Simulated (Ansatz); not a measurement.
# B on Pd(111): change of the work function, part 4 of 4

Wanted: Δφ(θ) for B/Pd(111), starting from the hcp site.

Ansatz 0.2.0; plane-wave DFT, PBEsol, Ansatz PAW (the session's first sound run).

So far, work function, upper face (eV): step 2 (the clean slab) 5.37; step 3 (17 atoms, coverage 0.25 ML, cell 2x2) 5.46; step 4 (18 atoms, coverage 0.5 ML, cell 2x2) 5.07; step 5 (5 atoms, coverage 1 ML, cell 1x1) 4.71.

## 7. The 0.25 ML cell at another level of theory, cutoff 1110 eV, functional PBE

This step: plane-wave DFT, PBE, JTH PAW (Ansatz 0.2.0).

System of this step: BPd16 (B/Pd(111)). The cell holds 17 atoms: 16 Pd and 1 B. Cell: a = 5.501 Å, b = 5.501 Å, c = 26.256 Å, α = 90.0°, β = 90.0°, γ = 60.0°. Vacuum lies along c.

The geometry is kept and the functional is PBE; other changes against the main runs: JTH PAW files and cutoff 420 → 1110.

The input, input.yaml:

```yaml
crystal:
  lattice:
    - [5.5012907577, 0.0, 0.0]
    - [2.7506453788, 4.7642575498, 0.0]
    - [0.0, 0.0, 26.2563219682]
  atoms:
    - { symbol: Pd, position: [0.0, 0.0, 0.3427745901] }
    - { symbol: Pd, position: [0.1666666667, 0.1666666667, 0.4283118009] }
    - { symbol: Pd, position: [0.3333333333, 0.3333333333, 0.5130245234] }
    - { symbol: Pd, position: [0.0, 0.0, 0.5978272865] }
    - { symbol: Pd, position: [0.0, 0.5, 0.3427745901] }
    - { symbol: Pd, position: [0.1666666667, 0.6666666667, 0.4283118009] }
    - { symbol: Pd, position: [0.3332294947, 0.8333852526, 0.5133571353] }
    - { symbol: Pd, position: [-0.0094703703, 0.5047351852, 0.6000969751] }
    - { symbol: Pd, position: [0.5, 0.0, 0.3427745901] }
    - { symbol: Pd, position: [0.6666666667, 0.1666666667, 0.4283118009] }
    - { symbol: Pd, position: [0.8333852526, 0.3332294947, 0.5133571353] }
    - { symbol: Pd, position: [0.5047351852, -0.0094703703, 0.6000969751] }
    - { symbol: Pd, position: [0.5, 0.5, 0.3427745901] }
    - { symbol: Pd, position: [0.6666666667, 0.6666666667, 0.4283118009] }
    - { symbol: Pd, position: [0.8333852526, 0.8333852526, 0.5133571353] }
    - { symbol: Pd, position: [0.5047351852, 0.5047351852, 0.6000969751] }
    - { symbol: B, position: [0.3333333333, 0.3333333333, 0.6393687462] }
kpoints:
  mp_grid: { grid: [6, 6, 1] }
hamiltonian:
  xc: pbe
  pseudopotentials: { kind: paw, source: jth }
scf:
  occupations: { method: fermi_dirac, width: 0.1 }
  convergence: { dr2_threshold: 1.0e-08 }
efield:
  axis: 3
  dipole_correction: true
  ramp_position: 0.97
  ramp_width: 0.06
output:
  write_potential: true
  write_density: true
  volumetric_format: npy
```

Command:

```bash
$ ansatz run input.yaml --threads 8 --pin off --max-ram 12288MiB --backend cpu --events-out ev --progress --plain --runs-dir out
```

Numbers of over 12 decimals in the logs are rounded to 6 here.

The log of the run:

```text
Warning: <dir> the checks of this Pd dataset prove no rule for summing its radial tables, as where they were carried onto another mesh than they were made on, and Gregory's rule is taken, under which a leading mesh point left out moves its sums only by what lay on the interval it spanned. That does not make them correct, and they differ from Quantum ESPRESSO's on this file; a re-export a fraction of a mesh step off can move them. hamiltonian.pseudopotentials.radial_quadrature: simpson_from_first_knot sums it by `pw.x`'s rule; on a PAW file no value gives `pw.x`'s numbers. What more to know: hamiltonian.pseudopotentials.radial_quadrature, in the input reference
Warning: <dir> the checks of this B dataset prove no rule for summing its radial tables, as where they were carried onto another mesh than they were made on, and Gregory's rule is taken, under which a leading mesh point left out moves its sums only by what lay on the interval it spanned. That does not make them correct, and they differ from Quantum ESPRESSO's on this file; a re-export a fraction of a mesh step off can move them. hamiltonian.pseudopotentials.radial_quadrature: simpson_from_first_knot sums it by `pw.x`'s rule; on a PAW file no value gives `pw.x`'s numbers. What more to know: hamiltonian.pseudopotentials.radial_quadrature, in the input reference
Warning: basis.ecutrho_ratio 4 (ecutrho = 4440 eV, dense FFT grid 60×60×288): the grid does not resolve the core-correction charge of Pd (measure 0.09 e/Å^2.5); warned from 0.08. The energy and each atom's force then go with where the atoms sit on the grid: [figures from the program's tests cut] If this deck is also warned that a cutoff or its ratio is below what is recommended, mend that before anything below. First try basis.xc_grid, which is 1 on this run (the dense grid itself), where it is not refused (2, then 3). Above 1 the core-correction charge is laid on the exchange–correlation grid, and this warning is never given, whether or not the level is enough: [rest of the remark cut]
[...]
Crystal: 17 atoms, lattice volume = 688.167 Å³
Basis set: ecut = 1110 eV, 57677 PW (Γ)
Bands: 175, of which v1, the nominal top of the filled ones, is band 146 counted from 1 (145 counted from 0)
Symmetry: 6 space group operations
[...]
k-points: 7 of 36 (time reversal used)
[...]
SCF iter   1: F=—  HF=-111619.918393 eV  |F-HF|=—  |Δ(HF+E_count)|=         —  Δρ=4.50e-2  dr2=1.64e1  ethr=3.10e-3  p=-0.000 e·Å  D=-6.41e-9 V/Å  ΔV_dip=0.00 eV  dr2_dipole=8.04e-1  V_vac-E_F(+/−)=6.18/6.18 eV  ⟨swp⟩=13.7  Hψ=8642  notcnv=0  defer=74
[...]
SCF iter  14: F=-111615.618836 eV  HF=-111615.618836 eV  |F-HF|=2.42e-9  |Δ(HF+E_count)|=  6.69e-10  Δρ=3.55e-7  dr2=2.29e-9  ethr=3.44e-12  p=-0.020 e·Å  D=-5.24e-3 V/Å  ΔV_dip=0.14 eV  dr2_dipole=4.04e-11  V_vac-E_F(+/−)=5.36/5.22 eV  ⟨swp⟩=19.9  Hψ=5759  notcnv=0
SCF 1 converged in 14 iterations: F = -111615.618836 eV  dr2 = 2.29e-9
[...]
SCF converged after 14 iterations
Free energy (F): -111615.618836 eV
[...]
Internal energy: -111614.705750 eV  (E = F + TS)
E sigma→0 (E₀):  -111615.162293 eV
Entropy (-TS):   -0.913086 eV (-53.711 meV/atom)
Fermi energy:    4.991539 eV
Dipole field:    D = -0.005240 V/Å  (p = -0.019927 e·Å, saw-weighted, corrected)
Work function:   Φ+ = 5.3609 eV   Φ− = 5.2233 eV
[...]
--- Band table (eV; the first three rows and the last of 7) ---
  k-point 0: bands = [... 142 lower, 5.1399, 5.1552, 5.1552, 5.3201, 5.3201, 5.3218, 5.8644, 6.1192, ... 25 higher]
  k-point 1: bands = [... 142 lower, 4.9323, 5.0012, 5.0830, 5.1132, 5.1354, 5.1493, 5.5157, 6.2596, ... 25 higher]
  k-point 2: bands = [... 142 lower, 4.7511, 4.8585, 4.8871, 4.9164, 4.9557, 5.1111, 5.1407, 5.7582, ... 25 higher]
  k-point 6: bands = [... 142 lower, 4.7160, 4.7205, 4.7514, 4.7611, 4.7768, 4.7982, 4.8293, 4.8316, ... 25 higher]
```

The job ended after 1.8 min (8 threads of Intel Xeon Platinum 8559C (Emerald Rapids), shared host; peak memory 9.8 GiB; 10 min of CPU time).

Numbers from this step:

* energy at zero smearing: -111615.1623 eV
* work function, upper face: 5.361 eV
* work function, lower face: 5.223 eV
* dipole along the normal: -0.01993 e·Å
* step between the vacuum levels: 0.1376 eV

The work function comes to 5.36 eV, -0.10 eV from the first level.

## 8. The 0.25 ML cell at another level of theory, cutoff 420 eV, functional LDA

This step: plane-wave DFT, LDA, Ansatz PAW (Ansatz 0.2.0).

The geometry is kept and the functional is LDA.

input.yaml: that of step 7 with these lines changed.

```diff
@@ -26,4 +26,3 @@
 hamiltonian:
-  xc: pbe
-  pseudopotentials: { kind: paw, source: jth }
+  xc: lda
 scf:
```

The log of the run:

```text
[...]
Crystal: 17 atoms, lattice volume = 688.167 Å³
Basis set: ecut = 420 eV, 13389 PW (Γ)
Bands: 175, of which v1, the nominal top of the filled ones, is band 146 counted from 1 (145 counted from 0)
Symmetry: 6 space group operations
[...]
k-points: 7 of 36 (time reversal used)
[...]
SCF iter   1: F=—  HF=-109657.794840 eV  |F-HF|=—  |Δ(HF+E_count)|=         —  Δρ=1.32e-2  dr2=6.79e0  ethr=1.77e-3  p=0.016 e·Å  D=4.12e-3 V/Å  ΔV_dip=-0.11 eV  dr2_dipole=7.33e-1  V_vac-E_F(+/−)=5.06/5.17 eV  ⟨swp⟩=7.3  Hψ=5415  notcnv=0  defer=56
[...]
SCF iter  13: F=-109657.483566 eV  HF=-109657.483566 eV  |F-HF|=2.02e-9  |Δ(HF+E_count)|=   3.50e-8  Δρ=6.94e-7  dr2=7.09e-9  ethr=3.44e-12  p=-0.005 e·Å  D=-1.44e-3 V/Å  ΔV_dip=0.04 eV  dr2_dipole=3.40e-11  V_vac-E_F(+/−)=5.68/5.65 eV  ⟨swp⟩=17.4  Hψ=4882  notcnv=0
SCF 1 converged in 13 iterations: F = -109657.483566 eV  dr2 = 7.09e-9
[...]
SCF converged after 13 iterations
Free energy (F): -109657.483566 eV
[...]
Internal energy: -109656.570149 eV  (E = F + TS)
E sigma→0 (E₀):  -109657.026857 eV
Entropy (-TS):   -0.913417 eV (-53.730 meV/atom)
Fermi energy:    3.130857 eV
Dipole field:    D = -0.001432 V/Å  (p = -0.005447 e·Å, saw-weighted, corrected)
Work function:   Φ+ = 5.6831 eV   Φ− = 5.6455 eV
[...]
--- Band table (eV; the first three rows and the last of 7) ---
  k-point 0: bands = [... 142 lower, 3.2845, 3.2999, 3.2999, 3.4694, 3.4694, 3.4713, 3.9296, 4.1858, ... 25 higher]
  k-point 1: bands = [... 142 lower, 3.0721, 3.1446, 3.2078, 3.2564, 3.2813, 3.2900, 3.5787, 4.3301, ... 25 higher]
  k-point 2: bands = [... 142 lower, 2.8716, 3.0022, 3.0342, 3.0506, 3.1011, 3.2529, 3.2814, 3.8794, ... 25 higher]
  k-point 6: bands = [... 142 lower, 2.8545, 2.8565, 2.8873, 2.8944, 2.9023, 2.9273, 2.9376, 2.9475, ... 25 higher]
```

It took 17 s on 8 threads; peak memory 3.5 GiB; 1.9 min of CPU time.

This step gave:

```
energy at zero smearing        : -109657.0269 eV
work function, upper face      : 5.683 eV
work function, lower face      : 5.645 eV
dipole along the normal        : -0.005447 e·Å
step between the vacuum levels : 0.03762 eV
```

The work function comes to 5.68 eV, +0.22 eV from the first level.

## 9. The 0.25 ML cell at another level of theory, cutoff 420 eV, functional PBE

This step: plane-wave DFT, PBE, Ansatz PAW (Ansatz 0.2.0).

The geometry is kept and the functional is PBE.

input.yaml: that of step 8 with these lines changed.

```diff
@@ -26,3 +26,3 @@
 hamiltonian:
-  xc: lda
+  xc: pbe
 scf:
```

The log of the run:

```text
[...]
Crystal: 17 atoms, lattice volume = 688.167 Å³
Basis set: ecut = 420 eV, 13389 PW (Γ)
Bands: 175, of which v1, the nominal top of the filled ones, is band 146 counted from 1 (145 counted from 0)
Symmetry: 6 space group operations
[...]
k-points: 7 of 36 (time reversal used)
[...]
k-point 0: bands = [... 142 lower, 3.6412, 3.6569, 3.6569, 3.8262, 3.8262, 3.8282, 4.3383, 4.5923, ... 25 higher]
  k-point 1: bands = [... 142 lower, 3.4329, 3.5022, 3.5782, 3.6161, 3.6402, 3.6505, 3.9932, 4.7449, ... 25 higher]
  k-point 2: bands = [... 142 lower, 3.2468, 3.3582, 3.3857, 3.4150, 3.4554, 3.6120, 3.6411, 4.2548, ... 25 higher]
  k-point 6: bands = [... 142 lower, 3.2147, 3.2199, 3.2522, 3.2597, 3.2738, 3.2968, 3.3268, 3.3292, ... 25 higher]
[key lines of the parts left out:]
SCF converged after 14 iterations
Free energy (F): -111717.494230 eV
Fermi energy:    3.491087 eV
Dipole field:    D = -0.005281 V/Å  (p = -0.020082 e·Å, saw-weighted, corrected)
Work function:   Φ+ = 5.3654 eV   Φ− = 5.2267 eV
```

Elapsed: 21 s, on 8 threads; peak memory 3.6 GiB.

The work function comes to 5.37 eV, -0.10 eV from the first level.

## 10. The 0.25 ML cell at another level of theory, cutoff 500 eV, functional r2SCAN

This step: plane-wave DFT, r2SCAN, Ansatz PAW (Ansatz 0.2.0).

The geometry is kept and the functional is r2SCAN; other changes against the main runs: cutoff 420 → 500.

input.yaml: that of step 9 with these lines changed.

```diff
@@ -26,3 +26,3 @@
 hamiltonian:
-  xc: pbe
+  xc: r2scan
 scf:
```

The log of the run:

```text
[...]
Crystal: 17 atoms, lattice volume = 688.167 Å³
Basis set: ecut = 500 eV, 17357 PW (Γ), exchange–correlation on 180×180×768 points (64 copies of the dense FFT grid, shifted against one another)
Bands: 175, of which v1, the nominal top of the filled ones, is band 146 counted from 1 (145 counted from 0)
Symmetry: 6 space group operations
[...]
k-point 0: bands = [... 142 lower, 3.5478, 3.5635, 3.5635, 3.7383, 3.7383, 3.7409, 4.4439, 4.7125, ... 25 higher]
  k-point 1: bands = [... 142 lower, 3.3355, 3.4026, 3.5266, 3.5302, 3.5488, 3.5740, 4.0661, 4.8294, ... 25 higher]
  k-point 2: bands = [... 142 lower, 3.1796, 3.2461, 3.2674, 3.3324, 3.3472, 3.5230, 3.5549, 4.2666, ... 25 higher]
  k-point 6: bands = [... 142 lower, 3.1079, 3.1166, 3.1564, 3.1634, 3.1891, 3.2162, 3.2730, 3.2859, ... 25 higher]
[key lines of the parts left out:]
SCF converged after 20 iterations
Free energy (F): -111923.972077 eV
Fermi energy:    3.395949 eV
Dipole field:    D = -0.007154 V/Å  (p = -0.027207 e·Å, saw-weighted, corrected)
Work function:   Φ+ = 5.4150 eV   Φ− = 5.2272 eV
```

The job ended after 47 s (8 threads; peak memory 5.4 GiB; 5.1 min of CPU time).

The work function comes to 5.42 eV, -0.05 eV from the first level.

## 11. Side by side

Times are for 8 threads of Intel Xeon Platinum 8559C (Emerald Rapids), shared host. The runs compared:

```
no.  functional  work function, upper face (eV)  dipole along the normal (e·Å)     time  memory (GiB)
  1         pbe                           5.361                       -0.01993  1.8 min           9.8
  2         lda                           5.683                      -0.005447     17 s           3.5
  3         pbe                           5.365                       -0.02008     21 s           3.6
  4      r2scan                           5.415                       -0.02721     47 s           5.4
```

## 12. Varying the input

This step: plane-wave DFT, PBEsol, Ansatz PAW (Ansatz 0.2.0).

System of this step: BPd4 (B/Pd(111)). The cell holds 5 atoms: 4 Pd and 1 B. Cell: a = 2.751 Å, b = 2.751 Å, c = 26.256 Å, α = 90.0°, β = 90.0°, γ = 60.0°. Vacuum lies along c.

An input spoilt on purpose, to show how the run answers: it repeats the earlier run at 1 ML with scf.max_iter to 1.

The input, input.yaml:

```yaml
crystal:
  lattice:
    - [2.7506453788, 0.0, 0.0]
    - [1.3753226894, 2.3821287749, 0.0]
    - [0.0, 0.0, 26.2563219682]
  atoms:
    - { symbol: Pd, position: [0.0, 0.0, 0.3427745901] }
    - { symbol: Pd, position: [0.3333333333, 0.3333333333, 0.4283118009] }
    - { symbol: Pd, position: [0.6666666667, 0.6666666667, 0.5126551137] }
    - { symbol: Pd, position: [0.0, 0.0, 0.597600542] }
    - { symbol: B, position: [0.6666666667, 0.6666666667, 0.6572254099] }
kpoints:
  mp_grid: { grid: [12, 12, 1] }
hamiltonian:
  xc: pbesol
scf:
  occupations: { method: fermi_dirac, width: 0.1 }
  convergence: { dr2_threshold: 1.0e-08 }
  max_iter: 1
efield:
  axis: 3
  dipole_correction: true
  ramp_position: 0.97
  ramp_width: 0.06
relax:
  f_tol: 0.02
  max_steps: 60
  constraints: [{ sites: [0, 1] }]
output:
  bader: true
  write_potential: true
  write_density: true
  volumetric_format: npy
```

The log of the run:

```text
The last accepted step is kept in <dir> (removed where the run ends without a failure and the disk answers)
Engine: ansatz 0.2.0, x86_64-unknown-linux-gnu
Pseudopotentials: kind: paw
Pseudopotential: Pd, paw, valence charge 18, recommended cutoff 420 eV (normal), Pd.paw.azcp
Pseudopotential: B, paw, valence charge 3, recommended cutoff 420 eV (normal), B.paw.azcp
Functional definition: PBEsol
  exchange = pbesol_x
  correlation = pbesol_c
Crystal: 5 atoms, lattice volume = 172.042 Å³
Basis set: ecut = 420 eV, 3345 PW (Γ), exchange–correlation on 40×40×360 points (8 copies of the dense FFT grid, shifted against one another)
Bands: 45, of which v1, the nominal top of the filled ones, is band 38 counted from 1 (37 counted from 0)
Symmetry: 6 space group operations
Space group: P3m1 (ITA 156), of the structure as read, at distance tolerance 5.6e-5 Å
k-points: 19 of 144 (time reversal used)
Non-local potential: Pd, projectors of the file, l = 0: 2, l = 1: 2, l = 2: 2, l = 3: 1
Non-local potential: B, projectors of the file, l = 0: 2, l = 1: 2, l = 2: 1
PAW form: soft (Blöchl's): semilocal exchange-correlation on the pseudo side does not see the compensation charge
PAW frozen core: Pd, regenerated for the run's functional, and the local potential with it (the file was generated under x = pbe(κ = 0.804, μ = 0.219515), c = pbe(β = 0.066725))
PAW frozen core: B, regenerated for the run's functional, and the local potential with it (the file was generated under x = pbe(κ = 0.804, μ = 0.219515), c = pbe(β = 0.066725))
PAW one-centre angular grid: Pd, 590 points (default); XC on 64 Gauss nodes
PAW one-centre angular grid: B, 110 points (default); XC on 64 Gauss nodes
Initial density: superposition of atomic densities (neutral atoms: chi_scale 0, normalization atom), corrected by the library's trained network
Initial wavefunctions: pseudopotential atomic-orbital guess
Functional: x = pbesol(κ = 0.804, μ = 0.123457), c = pbesol(β = 0.046)
SCF iter   1: F=—  HF=-27776.474037 eV  |F-HF|=—  |Δ(HF+E_count)|=         —  Δρ=1.25e-2  dr2=1.97e0  ethr=1.77e-3  p=-0.023 e·Å  D=-2.45e-2 V/Å  ΔV_dip=0.64 eV  dr2_dipole=4.73e-1  V_vac-E_F(+/−)=5.67/5.03 eV  ⟨swp⟩=1.0  Hψ=4953  notcnv=0
efield: sawtooth ramp at fractional position 0.9700 (set: `efield.ramp_position`, or a place that a band, a saddle search or an elastic batch's reference lends), width 0.0600; the density the first Hamiltonian is built on has a dipole p = -0.023 e·Å; the dipole correction subtracts the counter field D = -2.45e-2 V/Å, which shifts the + side's vacuum level by +0.64 eV against the − side's; the planar-averaged density in the ramp window peaks in size at 1.0e-5 e/Å³
preconditioner: auto → LDOS  [metal: Δε(μ)=0.015 eV  Ē_g=6.687 eV  σ=0.100 eV  W_gap=0.04  n_scr=18 (ndim 8)  ℏωp=18.6 eV  f_vac=0.564  D(μ)=6.78/eV (n_scr^D=40)  β→1.0]
WARN: efield: at this solve's end the planar-averaged density reaches 2.67e-5 e/Å³ inside the ramp window [0.9319, 0.0681] (bound 1e-5 e/Å³), and -2.11e-5 e/Å³ on another of its planes; by the running means of the window's planes the mean density over a ramp is at most 1.56e-5 e/Å³, which is held to the bound (the quickstart, § The vacuum guard, A window that rings); the window's nearer edge stands 7.21 Å from this s [...]
Error: did not converge after 1 iterations: dr2 = 1.97e0 (threshold 1.00e-8), under the density mixer `msr1`, which `scf.mixing.algorithm: auto` chose by the deck's other keys (type `scf.mixing.algorithm: msr1` to keep it); raise `scf.max_iter`, which need not help a stalled SCF, or adjust the mixing (`scf.mixing`) or, under a smearing, its width (`scf.occupations.width`, in either direction: another width is another result); this SCF holds its density and magnetisation to the symmetry operations that it keeps, and cannot end on a state that breaks one of them: if the state sought breaks one, re-run with `crystal.symmetry.detect: [rest of the remark cut]
```

Elapsed: 0.75 s, on 8 threads; peak memory 0.64 GiB.

The run stopped without converging, so none of its numbers is a property of the system.

The program's message: “Error: did not converge after 1 iterations: dr2 = 1.97e0 (threshold 1.00e-8), under the density mixer `msr1`, which `scf.mixing.algorithm: auto` chose by the deck's other keys (type `scf.mixing.algori …”

The fault put into the input: too few SCF iterations.

## 13. The same run with other settings

System of this step: Pd(111). The cell holds 4 atoms: 4 Pd. Cell: a = 2.751 Å, b = 2.751 Å, c = 24.738 Å, α = 90.0°, β = 90.0°, γ = 60.0°. Vacuum lies along c.

An input spoilt on purpose, to show how the run answers: it repeats the earlier run at 0 ML with efield.amplitude to 0 and efield.dipole_correction from true to false, and scf.max_iter set to 75.

The input, input.yaml:

```yaml
crystal:
  lattice:
    - [2.7506453788, 0.0, 0.0]
    - [1.3753226894, 2.3821287749, 0.0]
    - [0.0, 0.0, 24.7376776414]
  atoms:
    - { symbol: Pd, position: [0.0, 0.0, 0.3638174986] }
    - { symbol: Pd, position: [0.3333333333, 0.3333333333, 0.4546058329] }
    - { symbol: Pd, position: [0.6666666667, 0.6666666667, 0.5453941671] }
    - { symbol: Pd, position: [0.0, 0.0, 0.6361825014] }
kpoints:
  mp_grid: { grid: [12, 12, 1] }
hamiltonian:
  xc: pbesol
scf:
  occupations: { method: fermi_dirac, width: 0.1 }
  convergence: { dr2_threshold: 1.0e-08 }
  max_iter: 75
efield:
  axis: 3
  dipole_correction: false
  ramp_position: 0.97
  ramp_width: 0.06
  amplitude: 0
relax:
  f_tol: 0.02
  max_steps: 60
  constraints: [{ sites: [0, 1] }]
output:
  write_potential: true
  write_density: true
  volumetric_format: npy
```

The log of the run:

```text
Error: invalid value for `efield.amplitude`: is zero with dipole_correction: false — the section would apply nothing; set a non-zero amplitude, enable dipole_correction, or remove the block
```

Elapsed: 0.02 s, on 8 threads; peak memory 0.043 GiB.

The program refused the input before any cycle.

The program's message: “Error: invalid value for `efield.amplitude`: is zero with dipole_correction: false — the section would apply nothing; set a non-zero amplitude, enable dipole_correction, or remove the block”

The fault put into the input: a field block that applies nothing.

## 14. What came out

```
work function of the clean face                        : 5.37 eV
work function at 0.25 ML                               : 5.46 eV
work function at 0.5 ML                                : 5.07 eV
work function at 1 ML                                  : 4.71 eV
dipole per adsorbate at 0.25 ML, positive end outwards : -0.07 D
```

In words: At the lowest coverage B changes the work function of Pd(111) by under 0.15 eV, within the error of so thin a slab; the largest change, -0.66 eV, comes at higher coverage. The slab has 4 layers, at the tabulated experimental lattice constant, one starting site was run, and quantum-size effects of a slab this thin can reach one or two tenths of an eV.

[Logs are printed without paths, hosts, clocks, repeated set-up lines and the standing remarks that a program may print on its own settings, such as how far it seeks lower states.]

[Hosts, paths, dates, database ids (printed as entryN), source tags and the programs' standing remarks are cut or masked in the printed files.]

[Maps of the electrostatic potential energy from Ansatz leave out the sawtooth potential of an applied field or a dipole correction, so their vacuum need not be flat; planar profiles and work functions include it.]
